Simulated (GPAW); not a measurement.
Consider TiPd3 (Pm-3m).

```xyz
4
Lattice="3.8200 0.0000 0.0000 0.0000 3.8200 0.0000 0.0000 0.0000 3.8200" Properties=species:S:1:pos:R:3 pbc="T T T"
Pd    1.9100    1.9100    0.0000
Pd    1.9100    0.0000    1.9100
Pd    0.0000    1.9100    1.9100
Ti    0.0000    0.0000    0.0000
```

Absorber: atom 1, with 2 Pd at 2.70 Å, 2 Ti at 2.70 Å, 1 Pd at 2.70 Å, 2 Ti at 2.70 Å and 5 Pd at 2.70 Å (cuboctahedral, site symmetry 4/mmm). Method: GPAW, LDA, excited-electron core hole (neutral cell), 16-atom cell with 6.6 Å between holes, 5×5×5 k points, dipole transitions, Gaussian full width 2.25 eV up to 4 eV, rising linearly to 3.5 eV at 25 eV.

Q: Where do the maxima of the Pd L₃ edge fall?

Main maxima up to 30 eV above the zero (height): 0.6 eV (1.76), 12.2 eV (1.34), 20.8 eV (1.08) and 27.4 eV (1.38). At an L edge the dipole rule selects empty d (and weakly s) states on the absorber, and the strong line at the onset measures the empty part of its d band. 

The Pd L₃ spectrum (energy from the lowest empty level; intensity scaled to a mean of 1 over the first 20 eV):

| E (eV) | intensity |
| --- | --- |
| -2.0 | 0.06 |
| -1.5 | 0.20 |
| -1.0 | 0.49 |
| -0.5 | 0.95 |
| 0.0 | 1.44 |
| 0.5 | 1.73 |
| 1.0 | 1.70 |
| 1.5 | 1.39 |
| 2.0 | 1.01 |
| 2.5 | 0.74 |
| 3.0 | 0.62 |
| 3.5 | 0.59 |
| 4.0 | 0.58 |
| 4.5 | 0.57 |
| 5.0 | 0.55 |
| 5.5 | 0.55 |
| 6.0 | 0.57 |
| 6.5 | 0.64 |
| 7.0 | 0.71 |
| 7.5 | 0.78 |
| 8.0 | 0.83 |
| 8.5 | 0.86 |
| 9.0 | 0.91 |
| 9.5 | 0.98 |
| 10.0 | 1.08 |
| 10.5 | 1.18 |
| 11.0 | 1.26 |
| 11.5 | 1.32 |
| 12.0 | 1.34 |
| 12.5 | 1.34 |
| 13.0 | 1.33 |
| 13.5 | 1.32 |
| 14.0 | 1.30 |
| 14.5 | 1.28 |
| 15.0 | 1.24 |
| 15.5 | 1.18 |
| 16.0 | 1.11 |
| 16.5 | 1.03 |
| 17.0 | 0.94 |
| 17.5 | 0.86 |
| 18.0 | 0.81 |
| 18.5 | 0.81 |
| 19.0 | 0.86 |
| 19.5 | 0.94 |
| 20.0 | 1.02 |
| 20.5 | 1.07 |
| 21.0 | 1.07 |
| 21.5 | 1.02 |
| 22.0 | 0.93 |
| 22.5 | 0.84 |
| 23.0 | 0.77 |
| 23.5 | 0.74 |
| 24.0 | 0.76 |
| 24.5 | 0.83 |
| 25.0 | 0.95 |
| 25.5 | 1.08 |
| 26.0 | 1.20 |
| 26.5 | 1.30 |
| 27.0 | 1.36 |
| 27.5 | 1.38 |
| 28.0 | 1.35 |
| 28.5 | 1.28 |
| 29.0 | 1.19 |
| 29.5 | 1.09 |
| 30.0 | 0.98 |
| 30.5 | 0.87 |
| 31.0 | 0.79 |
| 31.5 | 0.73 |
| 32.0 | 0.68 |

Only the L₃ part is meant: spin–orbit coupling of the core level isn't computed and the L₂ copy isn't added. The script folds with a Gaussian, whereas the core hole's own line is a Lorentzian, so the onset is too steep and the first peak too high. Lifetime broadening is put in by hand, and intensities beyond about 20 eV depend on it and on the partial waves; weight that the partial waves miss at high energy is lost. The structure is a published determination, not relaxed.

[Banner, clock and machine lines of the logs are left out without a mark of their own.]

[Logs are printed without paths, hosts, clocks, repeated set-up lines and the standing remarks that a program may print on its own settings, such as how far it seeks lower states.]

[Hosts, paths, dates, database ids (printed as entryN), source tags and the programs' standing remarks are cut or masked in the printed files.]

[Lists of maxima count a maximum above −3 eV only where it reaches 4 % of the highest in the window and stands out from its surroundings by 2 % of it (1.5 % where it reaches 55 %); shoulders and weaker maxima are passed over, and of the rest the first, up to two pre-edge ones and the few strongest are named.]
